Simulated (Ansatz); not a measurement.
# What LiZnI3 (model cell, started as cubic perovskite with Zn in the octahedra) distorts into, part 3 of 3

Wanted: the energy along a soft mode of LiZnI3 (model cell, started as cubic perovskite with Zn in the octahedra) and the structure at the end.

Ansatz 0.2.0; DFT PBEsol, scalar-relativistic, plane waves, PAW; PAW set soft_1.

So far. Step 5 (Energy along the mode, all amplitudes (two of the runs …): The lowest of the steps tried is the last one, at 0.6 Å, 25.7 meV/atom below the parent; the bottom of the well need not coincide with a step. Step 7 (The new phase in its own primitive cell): The largest force component left is 0.79 meV/Å and the pressure is 0.008 GPa, within the tolerances set. The cell now holds 36.36 Å³/atom. The relaxed cell has a = 7.930, c = 20.028 Å (conventional setting).

The structure was built from a prototype and need not be the compound's stable phase.

**8. Modes of the new phase**

A relaxed structure may still be a saddle point, so its zone-centre modes are computed. No field response is asked, since the mesh shows no gap.

input.yaml

```yaml
crystal:
  lattice:
    - [3.9648913732, 2.2891311016, 6.6760799279]
    - [-3.9648913732, 2.2891311016, 6.6760799279]
    - [0.0, -4.5782622032, 6.6760799279]
  atoms:
    - { symbol: Li, position: [0.1619917343, 0.1619917343, 0.1619917343] }
    - { symbol: Li, position: [0.8380082657, 0.8380082657, 0.8380082657] }
    - { symbol: Zn, position: [0.5, 0.5, 0.5] }
    - { symbol: Zn, position: [0.0, 0.0, 0.0] }
    - { symbol: I, position: [0.7495226059, 0.2455831056, 0.7495226059] }
    - { symbol: I, position: [0.2504773941, 0.7544168944, 0.2504773941] }
    - { symbol: I, position: [0.7495226059, 0.7495226059, 0.2455831056] }
    - { symbol: I, position: [0.2504773941, 0.2504773941, 0.7544168944] }
    - { symbol: I, position: [0.2455831056, 0.7495226059, 0.7495226059] }
    - { symbol: I, position: [0.7544168944, 0.2504773941, 0.2504773941] }
kpoints:
  mp_grid: { grid: [6, 6, 6] }
hamiltonian:
  xc: pbesol
  pseudopotentials: { kind: paw, azcp: { folder: soft_1 }, xc_functional: pbe }
scf:
  occupations: { method: methfessel_paxton, width: 0.2 }
output:
  eigenvalues: true
phonons:
  method: dfpt
```

Run with:

```console
ansatz run input.yaml --threads 4 --pin off --max-ram 16384MiB --backend cpu --events-out ev --progress --plain --runs-dir out
```

Numbers of over 12 decimals in the logs are rounded to 6 here.

Output:

```text
[...]
Crystal: 10 atoms, lattice volume = 363.559 Å³
Basis set: ecut = 420 eV, 7097 PW (Γ), exchange–correlation on 120×120×120 points (8 copies of the dense FFT grid, shifted against one another)
Bands: 80, of which v1, the nominal top of the filled ones, is band 66 counted from 1 (65 counted from 0)
Symmetry: 12 space group operations
k-points: 112 of 216 (irreducible under 1 space group operation, time reversal used)
[...]
SCF iter   1: F=—  HF=-51570.311599 eV  |F-HF|=—  |Δ(HF+E_count)|=         —  Δρ=5.33e-2  dr2=8.29e0  ethr=3.10e-3  ⟨swp⟩=10.2  Hψ=44043  notcnv=0
[...]
SCF iter  14: F=-51567.734218 eV  HF=-51567.734218 eV  |F-HF|=2.18e-11  |Δ(HF+E_count)|=  2.62e-10  S|Δr|=    0.00e0  Δρ=4.82e-8  dr2=6.29e-12  ethr=1.00e-12  ⟨swp⟩=16.7  Hψ=60604  notcnv=0
SCF 1 converged in 14 iterations: F = -51567.734218 eV  dr2 = 6.29e-12
[...]
DFPT response loops at Γ: preconditioner auto → none (partly filled bands, converged f_vac=0.233); β = 0.50; Broyden in place of MSR1
SCF converged after 14 iterations
[...]
Free energy (F): -51567.734218 eV
[...]
Internal energy: -51567.744518 eV  (E = F + TS)
E sigma→0 (E₀):  -51567.736793 eV
Entropy (-TS):   0.010300 eV (1.030 meV/atom)
Fermi energy:    3.665474 eV
[...]
--- Band table (eV; the first three rows and the last of 112) ---
  k-point 0: bands = [... 62 lower, 3.2268, 3.2268, 3.5096, 3.5096, 3.7825, 7.0612, 7.2736, 7.4904, ... 10 higher]
  k-point 1: bands = [... 62 lower, 3.1263, 3.4148, 3.4323, 3.5245, 3.6714, 7.0101, 7.3014, 7.5687, ... 10 higher]
  k-point 2: bands = [... 62 lower, 3.1766, 3.2662, 3.2817, 3.5061, 4.2871, 6.1438, 7.7649, 8.0067, ... 10 higher]
  k-point 111: bands = [... 62 lower, 3.2216, 3.2216, 3.2350, 3.3833, 4.8735, 5.2933, 8.0897, 8.1346, ... 10 higher]
--- Phonons (Γ-DFPT): 8 representative perturbations + reference, on 112 of 216 k-points (Σ response iterations 31) ---
  k mesh reduced under 1 symmetry operation, with k and −k counted as one. Each operation leaves every solved perturbation unchanged. A smaller set is not used because it would not reduce the number of displacements times k-points to solve
  ASR residual: 1.017e-4 → 0.000e0 eV/Å²; symmetrization residual: 1.240e-5 eV/Å²
  ASR residual per site (eV/Å²): 1.78e-5 1.78e-5 1.02e-4 3.78e-5 9.93e-6 9.93e-6 1.23e-5 1.23e-5 9.93e-6 9.93e-6
  Γ frequencies (cm⁻¹): -47.84 -46.33 -46.33 -44.75 -44.75 -37.40 -37.40 0.00 0.00 0.00 8.89 19.52 19.52 20.78 55.46 55.46 57.90 88.22 88.22 96.88 116.87 116.87 126.88 129.74 225.44 225.44 226.27 226.27 250.01 264.72
  non-analytic LO–TO correction: not included (Born effective charges unavailable; polar crystals: no LO–TO splitting at Γ)
```

Wall time 21 min (4 threads of Arm Neoverse V1, shared host); peak memory 8.7 GiB; 84 min of CPU time.

This step gave:

```
sum-rule residual before enforcement                    : 1.02e-4 eV/Å²
point group                                             : -3m
highest optical mode at the zone centre (no LO-TO term) : 264.7 cm⁻¹
lowest optical zone-centre mode                         : -47.84 cm⁻¹
```

Patterns of degenerate modes are one choice out of their space. Modes at Γ, with each element's share of the kinetic energy (negative means imaginary):

```
mode  frequency (cm⁻¹)  symmetry  Li %  Zn %  I %
   1             -47.8       A2g     0     0  100
   2             -46.3        Eu     0    77   23
   3             -46.3        Eu     0    77   23
   4             -44.8        Eg     1     0   99
   5             -44.8        Eg     1     0   99
   6             -37.4        Eg     3     0   97
   7             -37.4        Eg     3     0   97
   8               0.0  acoustic     2    14   84
   9               0.0  acoustic     2    14   84
  10               0.0  acoustic     2    14   84
  11               8.9       A1u     0     0  100
  12              19.5        Eu     5     1   94
  13              19.5        Eu     5     1   94
  14              20.8       A2u     1    74   25
  15              55.5        Eg     1     0   99
  16              55.5        Eg     1     0   99
  17              57.9       A1g     4     0   96
  18              88.2        Eu     0     9   91
  19              88.2        Eu     0     9   91
  20              96.9       A2u     4    22   74
  21             116.9        Eu     2    96    2
  22             116.9        Eu     2    96    2
  23             126.9       A2u     2    85   13
  24             129.7       A1g     1     0   99
  25             225.4        Eu    91     3    6
  26             225.4        Eu    91     3    6
  27             226.3        Eg    95     0    5
  28             226.3        Eg    95     0    5
  29             250.0       A1g    95     0    5
  30             264.7       A2u    92     4    4
```

Displacements in mode 1 (-47.8 cm⁻¹), the largest set to 1:
```
Li1  0.00  0.00  0.00
Li2  0.00  0.00  0.00
Zn3  0.00  0.00  0.00
Zn4  0.00  0.00  0.00
I5  -0.50 -0.87  0.00
I6   0.50  0.87  0.00
I7   1.00  0.00  0.00
I8  -1.00  0.00  0.00
I9  -0.50  0.87  0.00
I10  0.50 -0.87  0.00
```

Displacements in mode 18 (88.2 cm⁻¹), the largest set to 1:
```
Li1  0.01  0.24  0.00
Li2  0.01  0.24  0.00
Zn3 -0.01 -0.57  0.00
Zn4 -0.02 -0.83  0.00
I5  -0.53 -0.20 -0.48
I6  -0.53 -0.20 -0.48
I7  -0.01  0.73  1.00
I8  -0.01  0.73  1.00
I9   0.54 -0.18 -0.52
I10  0.54 -0.18 -0.52
```

Before it was imposed, the acoustic sum rule was missed by 1.0e-4 eV/Å². Small misses are needed for a sound result but don't prove that mesh and cutoff are converged. The lowest optical mode is imaginary, 47.8i cm⁻¹, so the energy falls along it.

**9. Outcome**

```
unstable mode of the parent                                                      : q = (-0.5, -0.5, -0.5), 169i cm⁻¹
depth at the lowest point sampled                                                : 25.7 meV/atom
largest atomic shift at that point                                               : 0.6 Å
space group reached (within 0.01 Å)                                              : R-3m
energy gained over the parent (first relaxation, on the mesh of the frozen mode) : 109 meV/atom
volume per atom, phase reached                                                   : 36.4 Å³
lowest optical zone-centre mode, phase reached                                   : -47.8 cm⁻¹
highest optical mode at the zone centre (no LO-TO term), phase reached           : 265 cm⁻¹
```

Along this mode the structure falls into R-3m, 109 meV/atom below the parent. At the parent's cell the well is 25.66 meV/atom deep on the steps tried, with its lowest point at a shift of 0.6 Å. That is the last step tried, so the steps alone don't bracket the bottom of the well. Relaxing atoms and cell changes the gain by +83.80 meV/atom against the lowest step (energies at zero smearing). Most of the total comes from this relaxation. The new phase still has an imaginary mode at the zone centre of its cell, so it is a saddle point on the way to a lower structure. Of the 5 patterns followed to their end from this parent, this one ends 205 meV/atom above the lowest, Amm2. Each path keeps the symmetry of its pattern, so a lower phase may lie along a pattern not tried. With no gap, or one that is small against the smearing, the frequencies hang on the k mesh and the smearing, most of all near Kohn anomalies. A semilocal functional can close a gap that the real compound would have, so the metallic treatment may be an artefact of the level. Spin-orbit coupling is left out, which can matter for the heavy elements here. The PAW files were made for PBE and serve the other functionals too. The starting cell was built on a prototype and not taken from a measurement, so the phase need not exist.

[Logs are printed without paths, hosts, clocks, repeated set-up lines and the standing remarks that a program may print on its own settings, such as how far it seeks lower states.]

[Hosts, paths, dates, database ids (printed as entryN), source tags and the programs' standing remarks are cut or masked in the printed files.]
